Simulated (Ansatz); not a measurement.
**Dielectric response of MgO (110) films**

Wanted: ε of rocksalt MgO (110) by finite fields on slabs, and the band edges against the vacuum where run.

Program: Ansatz 0.2.0. Level of theory: plane-wave DFT, PBE, Ansatz PAW, in the first sound run; inputs show where later runs differ. Values are calculated unless marked as measured.

Experimental background.

“Electronic structure of alkaline earth and post-transition metal oxides” (2009, arxiv:0908.1581) quotes from earlier work for MgO, rocksalt (bulk crystal): band gap (literature experimental gap) 7.83 eV [Literature value based on experiment; other listed experimental values range from 7.7 to …].

For MgO, rocksalt (wedged single crystal slab, 295 K), “Infrared Optical Properties of Ferropericlase (Mg1-xFexO): Experiment and Theory” (2007, arxiv:0704.2267) gives, by infrared reflectance, oscillator fit: ε∞ (high-frequency dielectric constant) 2.95 ± 0.1.

The raw output is cut from this account; settings, times and results stay.

### Step 1. The structure

The cell holds 10 atoms: 5 Mg and 5 O. Its edges and angles: a = 2.977 Å, b = 4.210 Å, c = 23.954 Å, α = 90.0°, β = 90.0°, γ = 90.0°. It derives from MgO (rocksalt MgO). Vacuum lies along c.

### Step 2. Relaxing the film, 10 atoms, units 5

The structure is relaxed first, because levels and dipoles at a surface follow the positions of the outer atoms.

File input.yaml:

```yaml
crystal:
  lattice:
    - [2.97691955, 0.0, 0.0]
    - [0.0, 4.21, 0.0]
    - [0.0, 0.0, 23.9538390976]
  atoms:
    - { symbol: Mg, position: [0.5, 0.5, 0.375722654] }
    - { symbol: O, position: [0.5, 0.0, 0.375722654] }
    - { symbol: Mg, position: [0.0, 0.0, 0.437861327] }
    - { symbol: O, position: [0.0, 0.5, 0.437861327] }
    - { symbol: Mg, position: [0.5, 0.5, 0.5] }
    - { symbol: O, position: [0.5, 0.0, 0.5] }
    - { symbol: Mg, position: [0.0, 0.0, 0.562138673] }
    - { symbol: O, position: [0.0, 0.5, 0.562138673] }
    - { symbol: Mg, position: [0.5, 0.5, 0.624277346] }
    - { symbol: O, position: [0.5, 0.0, 0.624277346] }
kpoints:
  mp_grid: { grid: [10, 6, 1] }
hamiltonian:
  xc: pbe
scf:
  occupations: { method: fixed }
  convergence: { dr2_threshold: 1.0e-09 }
efield:
  axis: 3
  dipole_correction: true
  ramp_position: 0.97
  ramp_width: 0.06
relax:
  f_tol: 0.003
  max_steps: 100
output:
  write_potential: true
  write_density: true
  volumetric_format: npy
```

The run is started by

```console
ansatz run input.yaml --threads 4 --pin off --max-ram 8192MiB --backend cpu --events-out ev --progress --plain --runs-dir out
```

Wall time 34 s (4 threads of Arm Neoverse V1, shared host); peak memory 0.71 GiB; 2.2 min of CPU time.

The steps of the relaxation:

| step | energy less that of the first step (eV) | largest force component (eV/Å) |
| --- | --- | --- |
| 1 | 0.0000 | 0.9791 |
| 2 | -0.1158 | 0.5779 |
| 3 | -0.1846 | 0.0263 |
| 4 | -0.1848 | 0.0057 |
| 5 | -0.1849 | 0.0013 |

Forces are held to the 4 operations that the program found; a distortion that breaks them can't arise in this run.

The atoms that moved most (Å):

| atom | dx | dy | dz | length |
| --- | --- | --- | --- | --- |
| Mg7 | 0.000 | 0.000 | 0.085 | 0.085 |
| Mg3 | 0.000 | 0.000 | -0.085 | 0.085 |
| Mg1 | 0.000 | 0.000 | 0.081 | 0.081 |
| Mg9 | 0.000 | 0.000 | -0.081 | 0.081 |
| O4 | 0.000 | 0.000 | -0.038 | 0.038 |
| O8 | 0.000 | 0.000 | 0.038 | 0.038 |

The relaxed structure:

```cif
data_structure
_symmetry_space_group_name_H-M 'P 1'
_symmetry_Int_Tables_number 1
_cell_length_a 2.9769
_cell_length_b 4.2100
_cell_length_c 23.9538
_cell_angle_alpha 90.000
_cell_angle_beta 90.000
_cell_angle_gamma 90.000
_cell_volume 300.21
loop_
_atom_site_label
_atom_site_type_symbol
_atom_site_fract_x
_atom_site_fract_y
_atom_site_fract_z
_atom_site_occupancy
Mg1 Mg 0.50000 0.50000 0.37912 1
O2 O 0.50000 0.00000 0.37565 1
Mg3 Mg 0.00000 0.00000 0.43430 1
O4 O 0.00000 0.50000 0.43628 1
Mg5 Mg 0.50000 0.50000 0.50000 1
O6 O 0.50000 0.00000 0.50000 1
Mg7 Mg 0.00000 0.00000 0.56570 1
O8 O 0.00000 0.50000 0.56372 1
Mg9 Mg 0.50000 0.50000 0.62088 1
O10 O 0.50000 0.00000 0.62435 1
```

Read from the output:

| Quantity | Value |
| --- | --- |
| gap on the k-mesh | 1.878 eV |
| dipole along the normal | 5.50e-7 e·Å |
| ionisation energy, upper face | 4.569 eV |
| electron affinity, upper face | 2.692 eV |

Running mean over 1.488 Å of the planar mean; the ramp of the sawtooth is left out. The electron's electrostatic potential energy less the highest filled level by z:

| z (Å) | electron's electrostatic potential energy less the highest filled level (eV) |
| --- | --- |
| 3 | 4.57 |
| 4 | 4.57 |
| 5 | 4.57 |
| 6 | 4.56 |
| 7 | 4.40 |
| 8 | 1.79 |
| 9 | -5.62 |
| 10 | -6.94 |
| 11 | -5.62 |
| 12 | -5.89 |
| 13 | -5.66 |
| 14 | -7.00 |
| 15 | -5.46 |
| 16 | 2.11 |
| 17 | 4.42 |
| 18 | 4.56 |
| 19 | 4.57 |
| 20 | 4.57 |

The relaxation took 5 steps and lowered the energy by 0.18 eV; the largest force on the free atoms ends at 0.0013 eV/Å.

The gap is 1.88 eV, with the valence edge 4.57 eV and the conduction edge 2.69 eV under the upper vacuum level.

### Step 3. Single point on the relaxed film, 10 atoms, units 5

The film was relaxed beforehand; a single point on the relaxed positions gives its levels and potential.

input.yaml, the sections that differ from step 2:

```yaml
crystal:
  lattice:
    - [2.97691955, 0.0, 0.0]
    - [0.0, 4.21, 0.0]
    - [0.0, 0.0, 23.9538390976]
  atoms:
    - { symbol: Mg, position: [0.5, 0.5, 0.379123233] }
    - { symbol: O, position: [0.5, 0.0, 0.3756539323] }
    - { symbol: Mg, position: [0.0, 0.0, 0.4343001501] }
    - { symbol: O, position: [0.0, 0.5, 0.4362804128] }
    - { symbol: Mg, position: [0.5, 0.5, 0.5000000008] }
    - { symbol: O, position: [0.5, 0.0, 0.4999999998] }
    - { symbol: Mg, position: [0.0, 0.0, 0.5656998509] }
    - { symbol: O, position: [0.0, 0.5, 0.5637195849] }
    - { symbol: Mg, position: [0.5, 0.5, 0.6208767726] }
    - { symbol: O, position: [0.5, 0.0, 0.6243460629] }
output:
  eigenvalues: true
  write_potential: true
  write_density: true
  volumetric_format: npy
# kpoints, hamiltonian, scf, efield: as in step 2
# relax: removed
```

The job ended after 11 s (4 threads; peak memory 0.78 GiB; 43 s of CPU time).

Read from the output:

| Quantity | Value |
| --- | --- |
| dipole along the normal | -1.25e-6 e·Å |
| ionisation energy, upper face | 4.570 eV |

Running mean over 1.488 Å of the planar mean; the ramp of the sawtooth is left out. Electron's electrostatic potential energy less the highest filled level against z:

z (Å), electron's electrostatic potential energy less the highest filled level (eV) and a bar from the least value:
```
        3       4.57 ##############################
        4       4.57 ##############################
        5       4.57 ##############################
        6       4.56 ##############################
        7       4.40 ##############################
        8       1.79 #######################
        9      -5.62 ####
       10      -6.94 
       11      -5.62 ####
       12      -5.89 ###
       13      -5.66 ###
       14      -7.00 
       15      -5.46 ####
       16       2.11 ########################
       17       4.42 ##############################
       18       4.56 ##############################
       19       4.57 ##############################
       20       4.57 ##############################
```

The gap is 1.88 eV, with the valence edge 4.57 eV and the conduction edge 2.69 eV under the upper vacuum level.

### Step 4. Single point, 10 atoms, units 5, field 0.05 V/Å

A sawtooth potential applies the field, turning back in the middle of the vacuum. With the dipole correction the typed value is the field outside the slab. The induced dipole is small, so the SCF threshold is tight.

input.yaml: that of step 3 with these lines changed.

```diff
@@ -22,3 +22,3 @@
   occupations: { method: fixed }
-  convergence: { dr2_threshold: 1.0e-09 }
+  convergence: { dr2_threshold: 1.0e-10 }
 efield:
@@ -28,4 +28,4 @@
   ramp_width: 0.06
+  amplitude: 0.05
 output:
-  eigenvalues: true
   write_potential: true
```

The job ended after 13 s (4 threads; peak memory 0.77 GiB).

This step gave:

* gap on the k-mesh: 1.829 eV
* dipole along the normal: 0.02258 e·Å

The dipole is 0.0226 e·Å, and the gap on the mesh 1.829 eV.

### Step 5. Single point, 10 atoms, units 5, field -0.05 V/Å

input.yaml: that of step 4 with these lines changed.

```diff
@@ -28,3 +28,3 @@
   ramp_width: 0.06
-  amplitude: 0.05
+  amplitude: -0.05
 output:
```

Run time: 13 s. Hardware: 4 threads; peak memory 0.77 GiB; 51 s of CPU time.

The dipole is -0.0226 e·Å, and the gap on the mesh 1.829 eV.

### Step 6. Response with the atoms held, 10 atoms, units 5

This step: plane-wave DFT, PBE, Ansatz PAW; response to a field along the normal, atoms held (Ansatz 0.2.0).

The two fields give this film's response with the atoms held: the electronic part.

This step gave:

```
equivalent conductor thickness p/(ε₀AE) : 6.520 Å
distance between the outer atoms        : 5.957 Å
thickness                               : 7.442 Å
```

Local field over the applied field, running mean. From the potentials at -0.05 and 0.05 V/Å; running mean over 1.488 Å, taken twice. Local field over applied field against z:

| z (Å) | local field over applied field |
| --- | --- |
| 4.14 | 0.999 |
| 4.58 | 0.998 |
| 5.03 | 0.995 |
| 5.47 | 0.988 |
| 5.77 | 0.978 |
| 6.21 | 0.952 |
| 6.65 | 0.899 |
| 7.10 | 0.806 |
| 7.54 | 0.671 |
| 7.98 | 0.513 |
| 8.43 | 0.364 |
| 8.87 | 0.262 |
| 9.17 | 0.227 |
| 9.61 | 0.220 |
| 10.05 | 0.246 |
| 10.50 | 0.275 |
| 10.94 | 0.293 |
| 11.39 | 0.296 |
| 11.83 | 0.295 |
| 12.12 | 0.295 |
| 12.57 | 0.296 |
| 13.01 | 0.293 |
| 13.46 | 0.275 |
| 13.90 | 0.246 |
| 14.34 | 0.220 |
| 14.79 | 0.227 |
| 15.08 | 0.262 |
| 15.53 | 0.364 |
| 15.97 | 0.513 |
| 16.41 | 0.671 |
| 16.86 | 0.806 |
| 17.30 | 0.899 |
| 17.74 | 0.952 |
| 18.19 | 0.978 |
| 18.48 | 0.988 |
| 18.93 | 0.995 |
| 19.37 | 0.998 |
| 19.81 | 0.999 |

The induced electron density oscillates, so the rows of the table below give means over 0.5 Å (shorter at the two ends). Its distinct maxima (Å: e/Å³ per V/Å): 7.98: 0.00309, 9.02: 0.00122, 10.79: 3.3e-4, 12.12: 6.0e-4, 13.90: 0.00117, 15.23: -1.2e-4. Distinct minima: 8.72: 1.2e-4, 10.05: -0.00117, 11.83: -6.0e-4, 13.31: -3.3e-4, 14.93: -0.00122, 15.97: -0.00309.

Electrons, planar mean, per unit field. Induced electron density against z; means over each step:

| z (Å) | induced electron density (e/Å³ per V/Å) |
| --- | --- |
| 4.5 | 1.0e-5 |
| 5.0 | 3.0e-5 |
| 5.5 | 8.0e-5 |
| 6.0 | 2.1e-4 |
| 6.5 | 5.0e-4 |
| 7.0 | 0.00111 |
| 7.5 | 0.00217 |
| 8.0 | 0.00297 |
| 8.5 | 0.00152 |
| 9.0 | 7.6e-4 |
| 9.5 | -4.7e-4 |
| 10.0 | -0.00111 |
| 10.5 | -1.9e-4 |
| 11.0 | 2.5e-4 |
| 11.5 | -6.6e-5 |
| 12.0 | 5.3e-5 |
| 12.5 | -1.0e-5 |
| 13.0 | -2.6e-4 |
| 13.5 | 3.0e-4 |
| 14.0 | 0.00113 |
| 14.5 | 3.0e-4 |
| 15.0 | -7.4e-4 |
| 15.5 | -0.00175 |
| 16.0 | -0.00295 |
| 16.5 | -0.00205 |
| 17.0 | -0.00104 |
| 17.5 | -4.7e-4 |
| 18.0 | -1.9e-4 |
| 18.5 | -7.4e-5 |
| 19.0 | -2.7e-5 |
| 19.5 | -9.2e-6 |

By hand: between -0.05 and 0.05 V/Å the dipole changes by 0.04516 e·Å, a slope of 0.4516 e·Å²/V. A perfect conductor of thickness t has p = ε₀AEt, so t = 180.95 × 0.4516 / 12.533 = 6.52 Å (e/ε₀ = 180.95 V·Å, A in Å²).

The induced dipole is that of a conductor 6.52 Å thick.

### Step 7. Field on, atoms free, 10 atoms, field 0.05 V/Å

This step: plane-wave DFT, PBE, Ansatz PAW (Ansatz 0.2.0).

Now the atoms may follow the field. A weak field makes forces of meV/Å to tens of meV/Å, so the force tolerance is set well below the usual one.

input.yaml: that of step 5 with these lines changed.

```diff
@@ -28,3 +28,6 @@
   ramp_width: 0.06
-  amplitude: -0.05
+  amplitude: 0.05
+relax:
+  f_tol: 0.0006
+  max_steps: 70
 output:
```

It took 29 s on 4 threads; peak memory 0.69 GiB; 1.9 min of CPU time.

No atom moved by 0.005 Å in the relaxation.

This step gave:

```yaml
gap_on_the_k_mesh: 1.868 eV
dipole_along_the_normal: 0.02812 e·Å
```

The relaxation took 4 steps and lowered the energy by 1.4e-4 eV; the largest force on the free atoms ends at 3.8e-4 eV/Å.

The dipole is 0.0281 e·Å, and the gap on the mesh 1.868 eV.

### Step 8. Field on, atoms free, 10 atoms, field -0.05 V/Å

The opposite sign, again from the field-free geometry; the difference of the two cancels what relaxes without a field.

input.yaml: that of step 7 with these lines changed.

```diff
@@ -28,3 +28,3 @@
   ramp_width: 0.06
-  amplitude: 0.05
+  amplitude: -0.05
 relax:
```

Run time: 36 s. Hardware: 4 threads; peak memory 0.69 GiB; 2.3 min of CPU time.

No atom moved by 0.005 Å in the relaxation.

The relaxation took 5 steps and lowered the energy by 1.4e-4 eV; the largest force on the free atoms ends at 3.8e-4 eV/Å.

The dipole is -0.0281 e·Å, and the gap on the mesh 1.868 eV.

### Step 9. Response with the atoms relaxed, 10 atoms, units 5

This step: plane-wave DFT, PBE, Ansatz PAW; response to a field along the normal, atoms relaxed (Ansatz 0.2.0).

The two relaxed runs give the static response.

Numbers from this step:

| Property | Result |
| --- | --- |
| equivalent conductor thickness p/(ε₀AE) | 8.120 Å |

Local field over the applied field, running mean. From the potentials at -0.05 and 0.05 V/Å; running mean over 1.488 Å, taken twice. Local field over applied field against z:

| z (Å) | local field over applied field |
| --- | --- |
| 4.14 | 0.999 |
| 4.58 | 0.998 |
| 5.03 | 0.995 |
| 5.47 | 0.989 |
| 5.77 | 0.981 |
| 6.21 | 0.958 |
| 6.65 | 0.907 |
| 7.10 | 0.794 |
| 7.54 | 0.637 |
| 7.98 | 0.413 |
| 8.43 | 0.192 |
| 8.87 | 0.0313 |
| 9.17 | -0.0351 |
| 9.61 | -0.00853 |
| 10.05 | 0.0697 |
| 10.50 | 0.144 |
| 10.94 | 0.148 |
| 11.39 | 0.0866 |
| 11.83 | 0.0399 |
| 12.12 | 0.0399 |
| 12.57 | 0.0863 |
| 13.01 | 0.146 |
| 13.46 | 0.141 |
| 13.90 | 0.0679 |
| 14.34 | -0.00802 |
| 14.79 | -0.0326 |
| 15.08 | 0.0339 |
| 15.53 | 0.193 |
| 15.97 | 0.413 |
| 16.41 | 0.636 |
| 16.86 | 0.793 |
| 17.30 | 0.907 |
| 17.74 | 0.958 |
| 18.19 | 0.981 |
| 18.48 | 0.989 |
| 18.93 | 0.995 |
| 19.37 | 0.998 |
| 19.81 | 0.999 |

The induced dipole is that of a conductor 8.12 Å thick.

### Step 10. Relaxing the film, 16 atoms, units 8

This step: plane-wave DFT, PBE, Ansatz PAW (Ansatz 0.2.0).

System of this step: MgO (110), 8 units. The cell holds 16 atoms: 8 Mg and 8 O. Its edges and angles: a = 2.977 Å, b = 4.210 Å, c = 28.419 Å, α = 90.0°, β = 90.0°, γ = 90.0°. It derives from MgO (rocksalt MgO). Vacuum lies along c.

The next thickness, treated alike, so that differences show the interior and the faces cancel.

File input.yaml:

```yaml
crystal:
  lattice:
    - [2.97691955, 0.0, 0.0]
    - [0.0, 4.21, 0.0]
    - [0.0, 0.0, 28.4192184208]
  atoms:
    - { symbol: Mg, position: [0.5, 0.5, 0.3166871047] }
    - { symbol: O, position: [0.5, 0.0, 0.3166871047] }
    - { symbol: Mg, position: [0.0, 0.0, 0.3690622177] }
    - { symbol: O, position: [0.0, 0.5, 0.3690622177] }
    - { symbol: Mg, position: [0.5, 0.5, 0.4214373306] }
    - { symbol: O, position: [0.5, 0.0, 0.4214373306] }
    - { symbol: Mg, position: [0.0, 0.0, 0.4738124435] }
    - { symbol: O, position: [0.0, 0.5, 0.4738124435] }
    - { symbol: Mg, position: [0.5, 0.5, 0.5261875565] }
    - { symbol: O, position: [0.5, 0.0, 0.5261875565] }
    - { symbol: Mg, position: [0.0, 0.0, 0.5785626694] }
    - { symbol: O, position: [0.0, 0.5, 0.5785626694] }
    - { symbol: Mg, position: [0.5, 0.5, 0.6309377823] }
    - { symbol: O, position: [0.5, 0.0, 0.6309377823] }
    - { symbol: Mg, position: [0.0, 0.0, 0.6833128953] }
    - { symbol: O, position: [0.0, 0.5, 0.6833128953] }
kpoints:
  mp_grid: { grid: [10, 6, 1] }
hamiltonian:
  xc: pbe
scf:
  occupations: { method: fixed }
  convergence: { dr2_threshold: 1.0e-09 }
efield:
  axis: 3
  dipole_correction: true
  ramp_position: 0.97
  ramp_width: 0.06
relax:
  f_tol: 0.003
  max_steps: 100
output:
  write_potential: true
  write_density: true
  volumetric_format: npy
```

Elapsed: 84 s, on 4 threads; peak memory 1.1 GiB; 5.5 min of CPU time.

Relaxation path:

| step | energy less that of the first step (eV) | largest force component (eV/Å) |
| --- | --- | --- |
| 1 | 0.0000 | 0.9918 |
| 2 | -0.1310 | 0.6152 |
| 3 | -0.2177 | 0.1290 |
| 4 | -0.2225 | 0.0394 |
| 5 | -0.2227 | 0.0065 |
| 6 | -0.2227 | 0.0004 |

The run keeps the 4 symmetry operations that the program found, so distortions that break them were not tested.

The atoms that moved most (Å):

| atom | dx | dy | dz | length |
| --- | --- | --- | --- | --- |
| Mg13 | 0.000 | 0.000 | 0.131 | 0.131 |
| Mg3 | 0.000 | 0.000 | -0.131 | 0.131 |
| O4 | 0.000 | 0.000 | -0.072 | 0.072 |
| O14 | 0.000 | 0.000 | 0.072 | 0.072 |
| Mg1 | 0.000 | 0.000 | 0.054 | 0.054 |
| Mg15 | 0.000 | 0.000 | -0.054 | 0.054 |
| O16 | 0.000 | 0.000 | 0.035 | 0.035 |
| O2 | 0.000 | 0.000 | -0.035 | 0.035 |

The relaxation took 6 steps and lowered the energy by 0.22 eV; the largest force on the free atoms ends at 3.9e-4 eV/Å.

The gap is 2.09 eV, with the valence edge 4.61 eV and the conduction edge 2.52 eV under the upper vacuum level.

### Step 11. The relaxed film, single point, 16 atoms, units 8

File input.yaml:

```yaml
crystal:
  lattice:
    - [2.97691955, 0.0, 0.0]
    - [0.0, 4.21, 0.0]
    - [0.0, 0.0, 28.4192184208]
  atoms:
    - { symbol: Mg, position: [0.5, 0.5, 0.3185943506] }
    - { symbol: O, position: [0.5, 0.0, 0.3154552557] }
    - { symbol: Mg, position: [0.0, 0.0, 0.3644638366] }
    - { symbol: O, position: [0.0, 0.5, 0.3665182721] }
    - { symbol: Mg, position: [0.5, 0.5, 0.4212525282] }
    - { symbol: O, position: [0.5, 0.0, 0.4205006803] }
    - { symbol: Mg, position: [0.0, 0.0, 0.4728869787] }
    - { symbol: O, position: [0.0, 0.5, 0.4733526871] }
    - { symbol: Mg, position: [0.5, 0.5, 0.5271130221] }
    - { symbol: O, position: [0.5, 0.0, 0.5266473124] }
    - { symbol: Mg, position: [0.0, 0.0, 0.5787474726] }
    - { symbol: O, position: [0.0, 0.5, 0.5794993185] }
    - { symbol: Mg, position: [0.5, 0.5, 0.635536164] }
    - { symbol: O, position: [0.5, 0.0, 0.6334817268] }
    - { symbol: Mg, position: [0.0, 0.0, 0.6814056498] }
    - { symbol: O, position: [0.0, 0.5, 0.6845447444] }
kpoints:
  mp_grid: { grid: [10, 6, 1] }
hamiltonian:
  xc: pbe
scf:
  occupations: { method: fixed }
  convergence: { dr2_threshold: 1.0e-09 }
efield:
  axis: 3
  dipole_correction: true
  ramp_position: 0.97
  ramp_width: 0.06
output:
  eigenvalues: true
  write_potential: true
  write_density: true
  volumetric_format: npy
  elf: true
```

The job ended after 25 s (4 threads; peak memory 1.2 GiB).

The gap is 2.09 eV, with the valence edge 4.61 eV and the conduction edge 2.52 eV under the upper vacuum level.

### Step 12. Atoms held, 16 atoms, units 8, field 0.05 V/Å

input.yaml: that of step 11 with these lines changed.

```diff
@@ -28,3 +28,3 @@
   occupations: { method: fixed }
-  convergence: { dr2_threshold: 1.0e-09 }
+  convergence: { dr2_threshold: 1.0e-10 }
 efield:
@@ -34,4 +34,4 @@
   ramp_width: 0.06
+  amplitude: 0.05
 output:
-  eigenvalues: true
   write_potential: true
@@ -39,2 +39 @@
   volumetric_format: npy
-  elf: true
```

Elapsed: 29 s, on 4 threads; peak memory 1.2 GiB.

The dipole is 0.0333 e·Å, and the gap on the mesh 1.955 eV.

### Step 13. Single point, 16 atoms, units 8, field -0.05 V/Å

input.yaml: that of step 12 with these lines changed.

```diff
@@ -34,3 +34,3 @@
   ramp_width: 0.06
-  amplitude: 0.05
+  amplitude: -0.05
 output:
```

Elapsed: 29 s, on 4 threads; peak memory 1.2 GiB.

The dipole is -0.0333 e·Å, and the gap on the mesh 1.955 eV.

(Part 1 of 3 ends here.)

[Long decimals in the printed logs are rounded to 6 places.]

[Logs are printed without paths, hosts, clocks, repeated set-up lines and the standing remarks that a program may print on its own settings, such as how far it seeks lower states.]

[Hosts, paths, dates, database ids (printed as entryN), source tags and the programs' standing remarks are cut or masked in the printed files.]

[Maps of the electrostatic potential energy from Ansatz leave out the sawtooth potential of an applied field or a dipole correction, so their vacuum need not be flat; planar profiles and work functions include it.]
